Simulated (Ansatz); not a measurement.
**NaTaS3 (model cell, started as cubic perovskite with Ta in the octahedra): phonons and vibrational spectra**

Wanted: phonon frequencies of NaTaS3 (model cell, started as cubic perovskite with Ta in the octahedra) and what follows from them.

Method: DFT PBE, scalar-relativistic, plane waves, PAW; PAW set soft_1, in Ansatz 0.2.0.

Report form: the programs' logs are mostly left out.

The structure was built from a prototype and need not be the compound's stable phase.

**1. The structure**

It takes space group Pm-3m (No. 221, cubic). Conventional cell: a = 4.861 Å, b = 4.861 Å, c = 4.861 Å, α = 90.00°, β = 90.00°, γ = 90.00°. Nearest to Na lie 12 S at 3.44 Å. Ta has 6 S at 2.43 Å nearest. Nearest to S lie 2 Ta at 2.43 Å and 4 Na at 3.44 Å. Farther neighbours and most contacts between anions are not listed.

Structure file:

```cif
data_structure
_symmetry_space_group_name_H-M 'Pm-3m'
_symmetry_Int_Tables_number 221
_cell_length_a 4.8608
_cell_length_b 4.8608
_cell_length_c 4.8608
_cell_angle_alpha 90.000
_cell_angle_beta 90.000
_cell_angle_gamma 90.000
_cell_volume 114.85
loop_
_atom_site_label
_atom_site_type_symbol
_atom_site_symmetry_multiplicity
_atom_site_Wyckoff_symbol
_atom_site_fract_x
_atom_site_fract_y
_atom_site_fract_z
_atom_site_occupancy
Na1 Na 1 a 0.00000 0.00000 0.00000 1
Ta1 Ta 1 b 0.50000 0.50000 0.50000 1
S1 S 3 c 0.50000 0.50000 0.00000 1
```

**2. Relaxation**

Harmonic phonons are second derivatives at a point where the forces vanish, and they are wanted at zero stress, so atoms and cell are relaxed first.

input.yaml reads:

```yaml
crystal:
  lattice:
    - [4.8608, 0.0, 0.0]
    - [0.0, 4.8608, 0.0]
    - [0.0, 0.0, 4.8608]
  atoms:
    - { symbol: Na, position: [0.0, 0.0, 0.0] }
    - { symbol: Ta, position: [0.5, 0.5, 0.5] }
    - { symbol: S, position: [0.5, 0.5, 0.0] }
    - { symbol: S, position: [0.5, 0.0, 0.5] }
    - { symbol: S, position: [0.0, 0.5, 0.5] }
kpoints:
  mp_grid: { grid: [8, 8, 8] }
hamiltonian:
  xc: pbe
  pseudopotentials: { kind: paw, azcp: { folder: soft_1 } }
scf:
  occupations: { method: gaussian, width: 0.1 }
output:
  forces: true
  stress: true
  eigenvalues: true
  write_density: true
  write_potential: true
  elf: true
  volumetric_format: npy
relax:
  adjacent_minimum: "off"
  f_tol: 0.005
  max_steps: 80
  cell: { stress_tol: 0.05 }
```

Command:

```console
$ ansatz run input.yaml --threads 4 --pin off --max-ram 16384MiB --backend cpu --events-out ev --progress --plain --runs-dir out
```

Wall time 8.2 s (4 threads of Arm Neoverse V1, shared host); peak memory 0.47 GiB; 31 s of CPU time.

Step by step:

| step | energy less that of the first step (eV) | largest force component (eV/Å) | pressure (GPa) | volume (Å³) |
| --- | --- | --- | --- | --- |
| 1 | 0.0000 | 0.0000 | -1.34 | 114.85 |
| 2 | -0.0080 | 0.0000 | 0.23 | 112.65 |
| 3 | -0.0082 | 0.0000 | -0.01 | 112.97 |
| 4* | -0.0080 | 0.0000 | -0.01 | 112.97 |

Relaxation steps marked * repeat the geometry before them on a plane-wave basis chosen anew for their cell, so energy and pressure can jump there.

The run keeps the 48 symmetry operations that it works with, so distortions that break them were not tested.

```
conventional cell, symmetrised  before  after  change
                         a (Å)   4.861  4.834  -0.5 %
                         b (Å)   4.861  4.834  -0.5 %
                         c (Å)   4.861  4.834  -0.5 %
              volume (Å³/atom)   22.97  22.59  -1.6 %
```

The relaxed structure:

```cif
data_structure
_symmetry_space_group_name_H-M 'P 1'
_symmetry_Int_Tables_number 1
_cell_length_a 4.8342
_cell_length_b 4.8342
_cell_length_c 4.8342
_cell_angle_alpha 90.000
_cell_angle_beta 90.000
_cell_angle_gamma 90.000
_cell_volume 112.97
loop_
_atom_site_label
_atom_site_type_symbol
_atom_site_fract_x
_atom_site_fract_y
_atom_site_fract_z
_atom_site_occupancy
Na1 Na 0.00000 0.00000 0.00000 1
Ta2 Ta 0.50000 0.50000 0.50000 1
S3 S 0.50000 0.50000 0.00000 1
S4 S 0.50000 0.00000 0.50000 1
S5 S 0.00000 0.50000 0.50000 1
```

This step gave:

| Quantity | Value |
| --- | --- |
| pressure | -0.006018 GPa |
| volume per atom | 22.59 Å³ |
| gap on the k-mesh | 0 eV |

Electrostatic potential energy in the ac plane at fractional y = 0.500, with atoms of Ta and S within 0.2 Å of it. With pseudopotentials it is smooth inside the atoms' cores, unlike the true potential.

Ten even steps from '0' (-49 eV) to '9' (11 eV), each cell a mean:
```
99998422269999
99999743589999
99999877899999
99999877789999
57898643578986
23687300157852
32586100037732
32686200047742
35887421368874
88998766789998
99999888899999
99999865689999
99998522379999
99998333259999
```
Columns run along a (4.8 Å; values clipped at the 3rd and 97th percentile), rows up along c (4.8 Å). Atoms in or near the plane, at fractional coordinates: Ta at (0.50, 0.50), S at (0.50, 0.00), S at (0.00, 0.50).

Valence density in the ac plane at fractional y = 0.500, with atoms of Ta and S within 0.2 Å of it. It is the smooth field of the valence electrons, not physical close to the nuclei.

Ten even steps from '0' (0.0 e/Å³) to '9' (4.4 e/Å³), each cell a mean:
```
00001221210000
00000122210000
00000011100000
00000011000000
11000134200011
22111499720122
02211799941121
12211699931122
22100267410012
10000011100001
00000011100000
00000122100000
00000222210000
00001210210000
```
Columns run along a (4.8 Å), rows up along c (4.8 Å). Atoms in or near the plane, at fractional coordinates: Ta at (0.50, 0.50), S at (0.50, 0.00), S at (0.00, 0.50).

ELF in the ac plane at fractional y = 0.500, with atoms of Ta and S within 0.2 Å of it. It is the smooth field of the valence electrons, not physical close to the nuclei.

Values, 14 rows by 14 columns, each cell a mean:
```
0.02 0.03 0.19 0.58 0.82 0.78 0.34 0.17 0.55 0.85 0.75 0.40 0.09 0.02
0.11 0.07 0.10 0.36 0.72 0.83 0.76 0.72 0.81 0.81 0.58 0.22 0.07 0.09
0.46 0.32 0.16 0.19 0.46 0.67 0.73 0.73 0.72 0.60 0.32 0.15 0.22 0.40
0.78 0.69 0.47 0.24 0.21 0.27 0.32 0.33 0.30 0.24 0.20 0.32 0.58 0.75
0.84 0.84 0.75 0.44 0.15 0.28 0.52 0.58 0.44 0.18 0.24 0.60 0.81 0.85
0.41 0.69 0.82 0.55 0.24 0.63 0.70 0.65 0.73 0.44 0.30 0.72 0.81 0.55
0.03 0.43 0.80 0.57 0.33 0.72 0.44 0.21 0.65 0.58 0.33 0.73 0.72 0.17
0.17 0.55 0.81 0.56 0.29 0.69 0.58 0.44 0.70 0.52 0.32 0.73 0.76 0.34
0.73 0.82 0.80 0.51 0.18 0.46 0.69 0.72 0.63 0.28 0.27 0.67 0.83 0.78
0.84 0.80 0.63 0.33 0.16 0.18 0.29 0.33 0.24 0.15 0.21 0.46 0.72 0.82
0.63 0.49 0.27 0.18 0.33 0.51 0.56 0.57 0.55 0.44 0.24 0.19 0.36 0.58
0.23 0.14 0.10 0.27 0.63 0.80 0.81 0.80 0.82 0.75 0.47 0.16 0.10 0.19
0.04 0.04 0.14 0.49 0.80 0.82 0.55 0.43 0.69 0.84 0.69 0.32 0.07 0.03
0.01 0.04 0.23 0.63 0.84 0.73 0.17 0.03 0.41 0.84 0.78 0.46 0.11 0.02
```
Columns run along a (4.8 Å), rows up along c (4.8 Å). Atoms in or near the plane, at fractional coordinates: Ta at (0.50, 0.50), S at (0.50, 0.00), S at (0.00, 0.50).

In this step the volume went from 22.97 to 22.59 Å³/atom.

**3. Relaxing to small forces for the phonons**

Phonons need a cell at rest on their own settings, so the relaxation is repeated with tight tolerances on forces and stress, using the mesh and the filling of the phonon run that follows.

input.yaml reads:

```yaml
crystal:
  lattice:
    - [4.8341712185, 0.0, 0.0]
    - [0.0, 4.8341712185, 0.0]
    - [0.0, 0.0, 4.8341712185]
  atoms:
    - { symbol: Na, position: [0.0, 0.0, 0.0] }
    - { symbol: Ta, position: [0.5, 0.5, 0.5] }
    - { symbol: S, position: [0.5, 0.5, 0.0] }
    - { symbol: S, position: [0.5, 0.0, 0.5] }
    - { symbol: S, position: [0.0, 0.5, 0.5] }
kpoints:
  mp_grid: { grid: [8, 8, 8] }
hamiltonian:
  xc: pbe
  pseudopotentials: { kind: paw, azcp: { folder: soft_1 } }
scf:
  occupations: { method: methfessel_paxton, width: 0.2 }
output:
  forces: true
  stress: true
  eigenvalues: true
relax:
  adjacent_minimum: "off"
  f_tol: 0.001
  max_steps: 60
  cell: { stress_tol: 0.01 }
```

Wall time 5 s (4 threads); peak memory 0.46 GiB.

Little changed from the start: no atom moved by 0.005 Å and no cell edge by 0.1 %.

This step gave:

```
pressure : 1.31e-5 GPa
```

The forces vanish by symmetry and the pressure is 0.000 GPa, within the tolerances set. The cell now holds 22.59 Å³/atom.

**4. Linear response at the zone centre**

The zone centre comes first: it holds the modes that light can see, as far as symmetry allows. No field response is asked, since the mesh shows no gap.

input.yaml: that of step 3 with these lines changed.

```diff
@@ -19,9 +19,4 @@
 output:
-  forces: true
-  stress: true
   eigenvalues: true
-relax:
-  adjacent_minimum: "off"
-  f_tol: 0.001
-  max_steps: 60
-  cell: { stress_tol: 0.01 }
+phonons:
+  method: dfpt
```

Elapsed: 48 s, on 4 threads; peak memory 1.3 GiB.

Numbers from this step:

| Quantity | Value |
| --- | --- |
| sum-rule residual before enforcement | 3.57e-5 eV/Å² |
| point group | m-3m |
| highest optical mode at the zone centre (no LO-TO term) | 330.7 cm⁻¹ |
| lowest optical zone-centre mode | -41.34 cm⁻¹ |

Patterns of degenerate modes are one choice out of their space. Modes at Γ, with each element's share of the kinetic energy (negative means imaginary):

```
mode  frequency (cm⁻¹)  symmetry  Na %  Ta %  S %
   1             -41.3       T1u    62     2   36
   2             -41.3       T1u    62     2   36
   3             -41.3       T1u    62     2   36
   4             -31.8       T1u    31    36   33
   5             -31.8       T1u    31    36   33
   6             -31.8       T1u    31    36   33
   7               0.0  acoustic     8    60   32
   8               0.0  acoustic     8    60   32
   9               0.0  acoustic     8    60   32
  10              91.2       T2u     0     0  100
  11              91.2       T2u     0     0  100
  12              91.2       T2u     0     0  100
  13             330.7       T1u     0     1   99
  14             330.7       T1u     0     1   99
  15             330.7       T1u     0     1   99
```

Displacements in mode 3 (-41.3 cm⁻¹), the largest set to 1:
```
Na1  0.22  0.05  1.00
Ta2  0.02  0.00  0.07
S3  -0.09 -0.02 -0.27
S4  -0.09 -0.01 -0.42
S5  -0.06 -0.02 -0.42
```

Displacements in mode 14 (330.7 cm⁻¹), the largest set to 1:
```
Na1  0.00  0.00  0.00
Ta2  0.00  0.00 -0.05
S3   0.00  0.00  1.00
S4   0.00  0.00 -0.35
S5   0.00  0.00 -0.35
```

Before it was imposed, the acoustic sum rule was missed by 3.6e-5 eV/Å². Small misses are needed for a sound result but don't prove that mesh and cutoff are converged. The lowest optical mode is imaginary, 41.3i cm⁻¹, so the energy falls along it.

**5. Response at finite wavevector**

Stability and thermal properties need the whole zone. Linear response on a 2×2×2 q mesh gives force constants as far as a supercell of that size would.

input.yaml: that of step 4 with these lines changed.

```diff
@@ -22 +22,8 @@
   method: dfpt
+  qmesh: [2, 2, 2]
+  temperatures: { t_max: 1000, t_step: 50 }
+  qpath:
+    path:
+      - [[0.0, 0.0, 0.0], [0.0, 0.5, 0.0], [0.5, 0.5, 0.0], [0.0, 0.0, 0.0], [0.5, 0.5, 0.5], [0.0, 0.5, 0.0]]
+      - [[0.5, 0.5, 0.5], [0.5, 0.5, 0.0]]
+    npoints: 10
```

The job ended after 3.6 min (4 threads; peak memory 1.1 GiB; 14 min of CPU time).

This step gave:

```yaml
sum_rule_residual_before_enforcement: 2.31e-5 eV/Å²
lowest_frequency_on_the_path: -143.0 cm⁻¹
highest_frequency_on_the_path_or_at_a_solved_wavevector: 493.0 cm⁻¹
lowest_mode_on_the_q_mesh_acoustic_modes_at_gamma_apart: -143.0 cm⁻¹
```

Frequencies (cm⁻¹) solved at each irreducible wavevector; negative means imaginary. Frequencies by wavevector, by row:

```
q in reciprocal lattice units  star  mode 1  mode 2  mode 3  mode 4  mode 13  mode 14  mode 15
                        0 0 0     1   -41.3   -41.3   -41.3   -31.8    330.7    330.7    330.7
                     0 0 -0.5     3   -33.5   -33.5   -29.5   -29.5    324.9    324.9    432.5
                  0 -0.5 -0.5     3  -108.3   -36.9   -25.9   -22.2    208.1      319    467.5
               -0.5 -0.5 -0.5     1    -143    -143  -108.6  -108.6      205      205      493
```

Interpolated from a 2×2×2 q mesh. The phonon branches at the labelled points (cm⁻¹):

```csv
point,branch 1,branch 2,branch 3,branch 4,branch 12,branch 13,branch 14,branch 15
Γ,-41,-41,-41,-32,91,331,331,331
halfway,-36,-36,-25,-25,139,328,328,380
X,-34,-34,-30,-30,194,325,325,432
halfway,-47,-33,-30,-29,202,263,322,451
M,-108,-37,-26,-22,183,208,319,468
halfway,-33,-30,-29,-23,175,295,326,418
Γ,-41,-41,-41,-32,91,331,331,331
halfway,-38,-38,-33,-12,180,271,271,451
R,-143,-143,-109,-109,205,205,205,493
halfway,-56,-39,-32,-26,204,221,242,474
X,-34,-34,-30,-30,194,325,325,432
jump to R,-143,-143,-109,-109,205,205,205,493
halfway,-108,-44,-44,-23,196,196,207,487
M,-108,-37,-26,-22,183,208,319,468
```

The phonon density of states has structure finer than the step of the table below, so its rows give means over 25 cm⁻¹, whole bins alone (the curve runs from -142 to 492 cm⁻¹). Peaks (cm⁻¹: height): -27.5: 0.228, 162.5: 0.0611, 197.5: 0.0658, 322.5: 0.0445.

Tetrahedra on a 14×14×14 mesh, mean over bins of 5 cm-1. Interpolated from a 2×2×2 q mesh. The phonon density of states by wavenumber; means over each step:

| wavenumber (cm⁻¹) | phonon density of states (1/cm⁻¹/cell) |
| --- | --- |
| -125 | 4.6e-4 |
| -100 | 0.0103 |
| -75 | 0.0124 |
| -50 | 0.0167 |
| -25 | 0.113 |
| 0 | 0.0177 |
| 25 | 0.0247 |
| 50 | 0.0266 |
| 75 | 0.0424 |
| 100 | 0.0469 |
| 125 | 0.0466 |
| 150 | 0.0535 |
| 175 | 0.0406 |
| 200 | 0.0408 |
| 225 | 0.00783 |
| 250 | 0.00789 |
| 275 | 0.0104 |
| 300 | 0.0169 |
| 325 | 0.0244 |
| 350 | 9.3e-4 |
| 375 | 0.00188 |
| 400 | 0.00334 |
| 425 | 0.00726 |
| 450 | 0.0126 |
| 475 | 0.0120 |

The partial phonon density of states has structure finer than the step of the table below, so its rows give means over 20 cm⁻¹, whole bins alone (the curve runs from -137 to 517 cm⁻¹). Peaks (cm⁻¹: height): Na -25.7: 0.142; S -58.6: 0.0249, 52.5: 0.0288, 89.5: 0.0366, 122.4: 0.0378, 143.0: 0.0389, 200.6: 0.0503, 319.9: 0.0347; Ta -29.8: 0.0261, 36.0: 0.0224, 89.5: 0.0290, 122.4: 0.0294, 159.4: 0.0269.

Phonopy on the run's constants, 11x11x11 mesh, Gaussian sigma 4.7 cm-1. Interpolated from a 2×2×2 q mesh. The partial phonon density of states by wavenumber; means over each step; values in 1/cm⁻¹/cell:

| wavenumber (cm⁻¹) | Na | S | Ta |
| --- | --- | --- | --- |
| -120 | 0 | 0.00140 | 5.2e-7 |
| -100 | 3.9e-6 | 0.0119 | 5.6e-5 |
| -80 | 1.5e-5 | 0.00879 | 9.0e-5 |
| -60 | 3.0e-4 | 0.0177 | 4.9e-4 |
| -40 | 0.0491 | 0.00528 | 0.00909 |
| -20 | 0.0860 | 0.00288 | 0.0130 |
| 0 | 0.00287 | 3.3e-4 | 6.4e-4 |
| 20 | 9.9e-4 | 0.00560 | 0.00346 |
| 40 | 0.00441 | 0.0209 | 0.0166 |
| 60 | 0.00247 | 0.0244 | 0.00473 |
| 80 | 0.00105 | 0.0262 | 0.0141 |
| 100 | 8.4e-4 | 0.0314 | 0.0141 |
| 120 | 6.7e-4 | 0.0297 | 0.0193 |
| 140 | 5.5e-4 | 0.0326 | 0.0167 |
| 160 | 4.6e-4 | 0.0269 | 0.0233 |
| 180 | 2.4e-4 | 0.0286 | 0.00884 |
| 200 | 7.8e-5 | 0.0408 | 0.00409 |
| 220 | 1.4e-5 | 0.00883 | 2.6e-4 |
| 240 | 1.0e-5 | 0.00644 | 1.1e-4 |
| 260 | 1.0e-5 | 0.00938 | 1.7e-4 |
| 280 | 1.0e-5 | 0.0103 | 1.5e-4 |
| 300 | 6.3e-6 | 0.0162 | 2.3e-4 |
| 320 | 3.5e-6 | 0.0293 | 4.1e-4 |
| 340 | 0 | 0.00455 | 5.7e-5 |
| 360 | 0 | 0.00135 | 1.0e-5 |
| 380 | 0 | 0.00191 | 1.0e-5 |
| 400 | 0 | 0.00334 | 1.0e-5 |
| 420 | 0 | 0.00596 | 1.0e-5 |
| 440 | 2.1e-6 | 0.0109 | 1.2e-5 |
| 460 | 0 | 0.0134 | 1.0e-5 |
| 480 | 0 | 0.0105 | 8.3e-6 |
| 500 | 0 | 0.00187 | 0 |

Symmetry leaves 4 wavevectors to solve. The lowest mode among them, the acoustic zeros apart, lies at q = (-0.5, -0.5, -0.5) and is imaginary, 143.0i cm⁻¹, so the energy falls along it.

**6. What came out**

```json
{
  "space group after relaxation (within 0.01 Å)": "Pm-3m",
  "volume per atom": "22.6 Å³",
  "electronic character": "no gap on this mesh",
  "highest optical mode at the zone centre (no LO-TO term)": "331 cm⁻¹",
  "lowest optical zone-centre mode": "-41.3 cm⁻¹",
  "lowest mode on the q mesh (acoustic modes at Γ apart)": "-143 cm⁻¹",
  "highest frequency on the path or at a solved wavevector": "493 cm⁻¹",
  "imaginary modes on the 2×2×2 q mesh": "yes"
}
```

**Reading.** Modes are clearly imaginary (beyond 10i cm⁻¹) at 4 of the 4 irreducible wavevectors, most at q = (-0.5, -0.5, -0.5) (143.0i cm⁻¹), so this structure is not a minimum of the energy. The optical modes at Γ span -41 to 331 cm⁻¹ (negative means imaginary). The highest mode in this list at Γ, 330.7 cm⁻¹, is mostly motion of S (99 % of the kinetic energy). With no gap, or one that is small against the smearing, the frequencies hang on the k mesh and the smearing, most of all near Kohn anomalies. Spin-orbit coupling is left out, which can matter for the heavy elements here. A phonon run warned that its eigensolver left some bands unconverged in a pass. The starting cell was built on a prototype and not taken from a measurement, so the phase need not exist. These are harmonic frequencies at zero temperature: anharmonic shifts, linewidths and thermal expansion are left out.

[Logs are printed without paths, hosts, clocks, repeated set-up lines and the standing remarks that a program may print on its own settings, such as how far it seeks lower states.]

[Hosts, paths, dates, database ids (printed as entryN), source tags and the programs' standing remarks are cut or masked in the printed files.]
